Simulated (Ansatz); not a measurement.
# ZnNi3C (Pm-3m): phonons and vibrational spectra, part 2 of 3

How does ZnNi3C (Pm-3m) vibrate, and is this structure a minimum?

Ansatz 0.2.0; DFT PBEsol, scalar-relativistic, plane waves, PAW; PAW set soft_1.

So far. Step 3 (Tight relaxation): The forces vanish by symmetry and the pressure is -0.007 GPa, within the tolerances set. The cell now holds 10.29 Å³/atom. The relaxed cell has a = 3.720 Å (conventional setting).

## Step 4: Zone-centre response

The zone centre comes first: it holds the modes that light can see, as far as symmetry allows. No field response is asked, since the mesh shows no gap.

The input, input.yaml:

```yaml
crystal:
  lattice:
    - [3.7198786686, 0.0, 0.0]
    - [0.0, 3.7198786686, 0.0]
    - [0.0, 0.0, 3.7198786686]
  atoms:
    - { symbol: Zn, position: [0.0, 0.0, 0.0] }
    - { symbol: Ni, position: [0.0, 0.5, 0.5] }
    - { symbol: Ni, position: [0.5, 0.5, 0.0] }
    - { symbol: Ni, position: [0.5, 0.0, 0.5] }
    - { symbol: C, position: [0.5, 0.5, 0.5] }
kpoints:
  mp_grid: { grid: [12, 12, 12] }
hamiltonian:
  xc: pbesol
  pseudopotentials: { kind: paw, azcp: { folder: soft_1 }, xc_functional: pbe }
scf:
  occupations: { method: methfessel_paxton, width: 0.2 }
output:
  eigenvalues: true
phonons:
  method: dfpt
```

Started as:

```sh
$ ansatz run input.yaml --threads 4 --pin off --max-ram 10240MiB --backend cpu --events-out ev --progress --plain --runs-dir out
```

Numbers of over 12 decimals in the logs are rounded to 6 here.

The program printed:

```text
zone centre: on kpoints.mp_grid the ground state, and the responses unless they are solved on pairs of k-points, stand on 343 of the mesh's 1728 k-points, reduced under 8 symmetry operations, with k and −k counted as one. Each operation leaves every solved displacement unchanged or reverses it
[...]
Crystal: 5 atoms, lattice volume = 51.474 Å³
Basis set: ecut = 420 eV, 1021 PW (Γ), exchange–correlation on 50×50×50 points (8 copies of the dense FFT grid, shifted against one another)
Bands: 42, of which v1, the nominal top of the filled ones, is band 35 counted from 1 (34 counted from 0)
Symmetry: 48 space group operations
k-points: 343 of 1728 (irreducible under 8 space group operations)
[...]
SCF iter   1: F=—  HF=-20944.022380 eV  |F-HF|=—  |Δ(HF+E_count)|=         —  Δρ=7.30e-2  dr2=3.40e0  ethr=3.10e-3  ⟨swp⟩=5.5  Hψ=53906  notcnv=0
[...]
SCF iter  14: F=-20943.012777 eV  HF=-20943.012777 eV  |F-HF|=7.28e-12  |Δ(HF+E_count)|=  7.28e-12  S|Δr|=    0.00e0  Δρ=8.26e-8  dr2=2.95e-12  ethr=1.00e-12  ⟨swp⟩=12.3  Hψ=80402  notcnv=0
SCF 1 converged in 14 iterations: F = -20943.012777 eV  dr2 = 2.95e-12
[...]
DFPT response loops at Γ: preconditioner auto → Kerker (q_TF=auto, 2.872 Å⁻¹) (partly filled bands, converged f_vac=0.000); β = 1.00, the filter's whole step (`scf.mixing.beta` (0.50) is not read by the response loops under this deck's `scf.mixing.preconditioner`; to damp them name `kerker` or `kerker_dos`, under which they read `scf.mixing.beta`, and type it under 1.00, their step now; both keys bind the ground state too); Broyden in place of MSR1
SCF converged after 14 iterations
[...]
Free energy (F): -20943.012777 eV
[...]
Internal energy: -20943.003201 eV  (E = F + TS)
E sigma→0 (E₀):  -20943.010383 eV
Entropy (-TS):   -0.009576 eV (-1.915 meV/atom)
Fermi energy:    16.026073 eV
[...]
--- Band table (eV; the first three rows and the last of 343) ---
  k-point 0: bands = [... 31 lower, 14.7342, 15.2465, 15.2465, 15.2465, 15.5580, 18.9392, 20.6657, 20.6657, ... 3 higher]
  k-point 1: bands = [... 31 lower, 14.7248, 15.2465, 15.2965, 15.2965, 15.5319, 18.9514, 20.3888, 20.7230, ... 3 higher]
  k-point 2: bands = [... 31 lower, 14.6990, 15.2467, 15.4506, 15.4506, 15.4548, 18.9961, 20.0049, 20.8723, ... 3 higher]
  k-point 342: bands = [... 31 lower, 14.9814, 14.9814, 15.3194, 15.3194, 15.3194, 17.6194, 17.6194, 17.6194, ... 3 higher]
--- Phonons (Γ-DFPT): 4 representative perturbations + reference, on 343 of 1728 k-points (Σ response iterations 15) ---
  k mesh reduced under 8 symmetry operations, with k and −k counted as one. Each operation leaves every solved displacement unchanged or reverses it
  ASR residual: 2.401e-5 → 0.000e0 eV/Å²; symmetrization residual: 1.830e-6 eV/Å²
  ASR residual per site (eV/Å²): 2.33e-6 2.40e-5 2.40e-5 2.40e-5 2.48e-6
  Γ frequencies (cm⁻¹): 0.00 0.00 0.00 147.85 147.85 147.85 158.01 158.01 158.01 184.60 184.60 184.60 633.88 633.88 633.88
  non-analytic LO–TO correction: not included (Born effective charges unavailable; polar crystals: no LO–TO splitting at Γ)
```

Elapsed: 91 s, on 4 threads of Intel Xeon Platinum 8375C at 2.90GHz (Ice Lake), shared host; peak memory 2.7 GiB; 5.5 min of CPU time.

Numbers from this step:

```yaml
sum_rule_residual_before_enforcement: 2.40e-5 eV/Å²
point_group: m-3m
highest_optical_mode_at_the_zone_centre_no_lo_to_term: 633.9 cm⁻¹
lowest_optical_zone_centre_mode: 147.8 cm⁻¹
```

Patterns of degenerate modes are one choice out of their space. The modes at Γ (shares of kinetic energy by element, %):

| mode | frequency (cm⁻¹) | symmetry | Zn % | Ni % | C % |
| --- | --- | --- | --- | --- | --- |
| 1 | 0.0 | acoustic | 26 | 69 | 5 |
| 2 | 0.0 | acoustic | 26 | 69 | 5 |
| 3 | 0.0 | acoustic | 26 | 69 | 5 |
| 4 | 147.8 | T1u | 47 | 43 | 10 |
| 5 | 147.8 | T1u | 47 | 43 | 10 |
| 6 | 147.8 | T1u | 47 | 43 | 10 |
| 7 | 158.0 | T2u | 0 | 100 | 0 |
| 8 | 158.0 | T2u | 0 | 100 | 0 |
| 9 | 158.0 | T2u | 0 | 100 | 0 |
| 10 | 184.6 | T1u | 27 | 67 | 6 |
| 11 | 184.6 | T1u | 27 | 67 | 6 |
| 12 | 184.6 | T1u | 27 | 67 | 6 |
| 13 | 633.9 | T1u | 0 | 21 | 79 |
| 14 | 633.9 | T1u | 0 | 21 | 79 |
| 15 | 633.9 | T1u | 0 | 21 | 79 |

Displacements in mode 6 (147.8 cm⁻¹), the largest set to 1:
```
Zn1 -0.18  0.04  0.93
Ni2  0.18  0.00  0.05
Ni3 -0.01  0.00 -0.92
Ni4 -0.01 -0.04  0.05
C5   0.19 -0.04 -1.00
```

Displacements in mode 12 (184.6 cm⁻¹), the largest set to 1:
```
Zn1 -0.06  0.45  0.91
Ni2 -0.04 -0.47 -0.96
Ni3  0.06 -0.47  0.70
Ni4  0.06  0.34 -0.96
C5  -0.06  0.49  1.00
```

Before it was imposed, the acoustic sum rule was missed by 2.4e-5 eV/Å². Small misses are needed for a sound result but don't prove that mesh and cutoff are converged. The lowest optical mode is real, 148 cm⁻¹.

## Step 5: The dispersion

Stability and thermal properties need the whole zone. Linear response on a 2×2×2 q mesh gives force constants as far as a supercell of that size would.

Edit input.yaml of step 4 so:

```diff
@@ -22 +22,8 @@
   method: dfpt
+  qmesh: [2, 2, 2]
+  temperatures: { t_max: 1000, t_step: 50 }
+  qpath:
+    path:
+      - [[0.0, 0.0, 0.0], [0.0, 0.5, 0.0], [0.5, 0.5, 0.0], [0.0, 0.0, 0.0], [0.5, 0.5, 0.5], [0.0, 0.5, 0.0]]
+      - [[0.5, 0.5, 0.5], [0.5, 0.5, 0.0]]
+    npoints: 10
```

The program printed:

```text
[...]
Crystal: 5 atoms, lattice volume = 51.474 Å³
Basis set: ecut = 420 eV, 1021 PW (Γ), exchange–correlation on 50×50×50 points (8 copies of the dense FFT grid, shifted against one another)
Bands: 42, of which v1, the nominal top of the filled ones, is band 35 counted from 1 (34 counted from 0)
Symmetry: 48 space group operations
k-points: 84 of 1728
[...]
SCF iter   1: F=—  HF=-20944.022438 eV  |F-HF|=—  |Δ(HF+E_count)|=         —  Δρ=7.30e-2  dr2=3.40e0  ethr=3.10e-3  ⟨swp⟩=5.6  Hψ=13306  notcnv=0
[...]
SCF iter  14: F=-20943.012777 eV  HF=-20943.012777 eV  |F-HF|=7.28e-12  |Δ(HF+E_count)|=  1.46e-11  S|Δr|=    0.00e0  Δρ=8.25e-8  dr2=2.96e-12  ethr=1.00e-12  ⟨swp⟩=12.3  Hψ=19737  notcnv=0
SCF 1 converged in 14 iterations: F = -20943.012777 eV  dr2 = 2.96e-12
[...]
SCF iter  10: F=-20943.012777 eV  HF=-20943.012777 eV  |F-HF|=7.28e-12  |Δ(HF+E_count)|=  7.28e-12  S|Δr|=    0.00e0  Δρ=6.17e-8  dr2=1.50e-12  ethr=1.00e-12  ⟨swp⟩=2.1  Hψ=6057  notcnv=0
SCF 2 converged in 10 iterations: F = -20943.012777 eV  dr2 = 1.50e-12
[...]
phonons: the bands overlap, so this run is a metal and interpolates without the dipole-dipole term. If the crystal is really an insulator or semiconductor, its LO-TO splitting is missing
NSCF: frozen V_eff on 84 k-points
[...]
DFPT response loops at q = (0, 0, 0) (fractional): preconditioner auto → Kerker (q_TF=auto, 2.872 Å⁻¹) (partly filled bands, converged f_vac=0.000); β = 1.00, the filter's whole step (`scf.mixing.beta` (0.50) is not read by the response loops under this deck's `scf.mixing.preconditioner`; to damp them name `kerker` or `kerker_dos`, under which they read `scf.mixing.beta`, and type it under 1.00, their step now; both keys bind the ground state too); Broyden in place of MSR1
[...]
SCF converged after 14 iterations
[...]
Free energy (F): -20943.012777 eV
[...]
Internal energy: -20943.003201 eV  (E = F + TS)
E sigma→0 (E₀):  -20943.010383 eV
Entropy (-TS):   -0.009576 eV (-1.915 meV/atom)
Fermi energy:    16.026073 eV
[...]
--- Band table (eV; the first three rows and the last of 84) ---
  k-point 0: bands = [... 31 lower, 14.7342, 15.2465, 15.2465, 15.2465, 15.5580, 18.9392, 20.6657, 20.6657, ... 3 higher]
  k-point 1: bands = [... 31 lower, 14.7248, 15.2465, 15.2965, 15.2965, 15.5319, 18.9514, 20.3888, 20.7230, ... 3 higher]
  k-point 2: bands = [... 31 lower, 14.6990, 15.2467, 15.4506, 15.4506, 15.4548, 18.9961, 20.0049, 20.8723, ... 3 higher]
  k-point 83: bands = [... 31 lower, 14.9814, 14.9814, 15.3194, 15.3194, 15.3194, 17.6194, 17.6194, 17.6194, ... 3 higher]
--- Phonons (Γ-DFPT): 4 representative perturbations + reference (Σ response iterations 15) ---
  ASR residual: 2.352e-5 → 0.000e0 eV/Å²; symmetrization residual: 1.871e-6 eV/Å²
  ASR residual per site (eV/Å²): 2.06e-6 2.35e-5 2.35e-5 2.35e-5 3.16e-6
[...]
--- Phonons (arbitrary-q DFPT): 4 irreducible q on the 2×2×2 mesh ---
  q = [0.0000, 0.0000, 0.0000] (star 1, of the zone-centre solve; hermiticity 1.80e-7, symmetrization 1.68e-12): -0.00 0.00 0.00 147.85 147.85 147.85 158.01 158.01 158.01 184.60 184.60 184.60 633.88 633.88 633.88
  q = [0.0000, 0.0000, -0.5000] (star 3, 9 solved perturbations in 2646 linear systems a pass and spin channel, the states on 343 of 1728 k-point pairs; hermiticity 6.41e-8, symmetrization 8.80e-12): -48.38 -48.38 42.39 109.96 109.96 114.32 151.76 151.76 153.09 179.42 179.42 311.84 632.45 632.45 727.58
[...]
sum rule: each row above includes the acoustic sum rule's correction from the zone centre's row sums; it moved no ω² by more than (0.33 cm⁻¹)²
  mesh force constants: q→R imaginary residual 2.88e-18; ASR residual 2.352e-5 → 0.000e0 eV/Å²; symmetrization residual 2.487e-14 eV/Å²
  interpolated dispersion: 62 rows × 15 modes
  density of states and harmonic sums: on the 18×18×18 q-mesh, interpolated from the force constants of a 2×2×2 supercell (no non-analytic term)
  largest difference from the sums on the solved wave vectors: F 1.14e-1 eV, S 1.87e-4 and C_V 7.32e-5 eV/K
  zero-point energy: 0.231725 eV/cell   skipped modes (ω ≤ 0): 71, of them read as no rigid motion or as one in doubt: 68 (2.747e-1 modes/cell left out, lowest -48.38 cm⁻¹)   left out of the sums: 1.83e-2 of the cell's modes: C_V's classical limit lies that fraction below 3 k_B per atom; for a crystal, a wire or a layer, F and S can be off by more, and a phonons.interpolated_qmesh denser along its periods is the remedy for the sampling
```

The job ended after 6.4 min (4 threads; peak memory 2.3 GiB; 24 min of CPU time).

This step gave:

```
sum-rule residual before enforcement                    : 2.35e-5 eV/Å²
lowest frequency on the path                            : -48.38 cm⁻¹
highest frequency on the path or at a solved wavevector : 750.8 cm⁻¹
lowest mode on the q mesh (acoustic modes at Γ apart)   : -48.38 cm⁻¹
```

Frequencies (cm⁻¹) solved at each irreducible wavevector; negative means imaginary. Frequencies by wavevector, by row:

| q in reciprocal lattice units | star | mode 1 | mode 2 | mode 3 | mode 4 | mode 13 | mode 14 | mode 15 |
| --- | --- | --- | --- | --- | --- | --- | --- | --- |
| 0 0 0 | 1 | 0 | 0 | 0 | 147.8 | 633.9 | 633.9 | 633.9 |
| 0 0 -0.5 | 3 | -48.4 | -48.4 | 42.4 | 110 | 632.5 | 632.5 | 727.6 |
| 0 -0.5 -0.5 | 3 | 37.8 | 37.8 | 55.6 | 73.7 | 627.4 | 741.9 | 741.9 |
| -0.5 -0.5 -0.5 | 1 | 6.4 | 6.4 | 6.4 | 101.3 | 750.8 | 750.8 | 750.8 |

Interpolated from a 2×2×2 q mesh, rough between the solved points. The phonon branches at the labelled points (cm⁻¹):

| point | branch 1 | branch 2 | branch 3 | branch 4 | branch 12 | branch 13 | branch 14 | branch 15 |
| --- | --- | --- | --- | --- | --- | --- | --- | --- |
| Γ | 0 | 0 | 0 | 148 | 185 | 634 | 634 | 634 |
| halfway | 20 | 20 | 93 | 116 | 255 | 633 | 633 | 678 |
| X | -48 | -48 | 42 | 110 | 312 | 632 | 632 | 728 |
| halfway | -23 | -11 | 61 | 90 | 330 | 630 | 685 | 735 |
| M | 38 | 38 | 56 | 74 | 360 | 627 | 742 | 742 |
| halfway | 37 | 70 | 74 | 104 | 284 | 632 | 680 | 682 |
| Γ | 0 | 0 | 0 | 148 | 185 | 634 | 634 | 634 |
| halfway | 62 | 62 | 81 | 93 | 310 | 683 | 683 | 685 |
| R | 6 | 6 | 6 | 101 | 403 | 751 | 751 | 751 |
| halfway | 26 | 52 | 64 | 71 | 349 | 685 | 687 | 741 |
| X | -48 | -48 | 42 | 110 | 312 | 632 | 632 | 728 |
| jump to R | 6 | 6 | 6 | 101 | 403 | 751 | 751 | 751 |
| halfway | 24 | 24 | 52 | 88 | 378 | 687 | 746 | 746 |
| M | 38 | 38 | 56 | 74 | 360 | 627 | 742 | 742 |

Tetrahedra on a 18×18×18 mesh, mean over bins of 10 cm-1. Interpolated from a 2×2×2 q mesh, rough between the solved points. The phonon density of states by wavenumber; read off at these points:

wavenumber (cm⁻¹), phonon density of states (1/cm⁻¹/cell) and a bar:
```
      -45      0.004 #
      -25      0.006 #
       -5      0.005 #
       15      0.011 ###
       45      0.042 ##########
       65      0.056 #############
       85      0.042 ##########
       95      0.083 ####################
      105      0.068 ################
      125      0.027 ######
      145      0.046 ###########
      165      0.125 ##############################
      175      0.054 #############
      195      0.019 #####
      215      0.015 ####
      235      0.017 ####
      255      0.024 ######
      275      0.004 #
      305      0.008 ##
      325      0.010 ###
      345      0.010 ##
      365      0.006 #
      385      0.003 #
      405      0.000 
      435      0.000 
      455      0.000 
      475      0.000 
      495      0.000 
      515      0.000 
      535      0.000 
      565      0.000 
      585      0.000 
      605      0.000 
      625      0.003 #
      635      0.052 ############
      645      0.029 #######
      665      0.018 ####
      695      0.019 ####
      715      0.022 #####
      735      0.035 ########
      755      0.000
```

The partial phonon density of states has structure finer than the step of the table below, so its rows give means over 25 cm⁻¹, whole bins alone (the curve runs from -57.2 to 782 cm⁻¹). Peaks (cm⁻¹: height): C 180.2: 0.00435, 634.0: 0.0315, 665.6: 0.0231, 692.0: 0.0217, 734.2: 0.0323; Ni 64.2: 0.0505, 101.1: 0.0583, 175.0: 0.0349, 259.4: 0.0255, 634.0: 0.00702; Zn 95.8: 0.0162, 159.1: 0.0812.

Phonopy on the run's constants, 15x15x15 mesh, Gaussian sigma 6.0 cm-1. Interpolated from a 2×2×2 q mesh, rough between the solved points. The partial phonon density of states by wavenumber; means over each step; values in 1/cm⁻¹/cell:

| wavenumber (cm⁻¹) | C | Ni | Zn |
| --- | --- | --- | --- |
| -25 | 1.0e-5 | 0.00577 | 7.6e-4 |
| 0 | 2.3e-5 | 0.00423 | 5.2e-4 |
| 25 | 1.5e-4 | 0.0255 | 0.00246 |
| 50 | 1.2e-4 | 0.0442 | 0.00419 |
| 75 | 3.9e-5 | 0.0410 | 0.00544 |
| 100 | 2.1e-4 | 0.0545 | 0.0123 |
| 125 | 2.5e-4 | 0.0290 | 0.00256 |
| 150 | 6.0e-4 | 0.0182 | 0.0558 |
| 175 | 0.00279 | 0.0315 | 0.0347 |
| 200 | 0.00241 | 0.0162 | 7.7e-4 |
| 225 | 0.00142 | 0.0138 | 1.6e-5 |
| 250 | 9.4e-4 | 0.0206 | 9.5e-6 |
| 275 | 3.6e-4 | 0.0115 | 4.4e-7 |
| 300 | 3.2e-4 | 0.00679 | 5.4e-6 |
| 325 | 3.4e-4 | 0.0101 | 1.0e-5 |
| 350 | 2.3e-4 | 0.00895 | 1.5e-6 |
| 375 | 8.4e-5 | 0.00435 | 0 |
| 400 | 8.7e-6 | 0.00102 | 0 |
| 425 | 0 | 4.2e-6 | 0 |
| 450 | 0 | 0 | 0 |
| 475 | 0 | 0 | 0 |
| 500 | 0 | 0 | 0 |
| 525 | 0 | 0 | 0 |
| 550 | 0 | 0 | 0 |
| 575 | 0 | 0 | 0 |
| 600 | 1.6e-5 | 2.9e-6 | 0 |
| 625 | 0.0139 | 0.00309 | 7.0e-7 |
| 650 | 0.0229 | 0.00412 | 6.1e-6 |
| 675 | 0.0166 | 0.00170 | 5.2e-6 |
| 700 | 0.0178 | 9.2e-4 | 5.8e-6 |
| 725 | 0.0264 | 4.1e-4 | 1.0e-5 |
| 750 | 0.0121 | 4.6e-5 | 4.0e-6 |

Symmetry leaves 4 wavevectors to solve. The lowest mode among them, the acoustic zeros apart, lies at q = (0, 0, -0.5) and is imaginary, 48.4i cm⁻¹, so the energy falls along it.

## Step 6: Another isotope, element C, natural mass 12.011 amu

An isotope changes the mass and not the force constants, so no new electronic calculation is needed; the shifts show which modes move this element.

[end of part 2 of 3]

[Logs are printed without paths, hosts, clocks, repeated set-up lines and the standing remarks that a program may print on its own settings, such as how far it seeks lower states.]

[Hosts, paths, dates, database ids (printed as entryN), source tags and the programs' standing remarks are cut or masked in the printed files.]
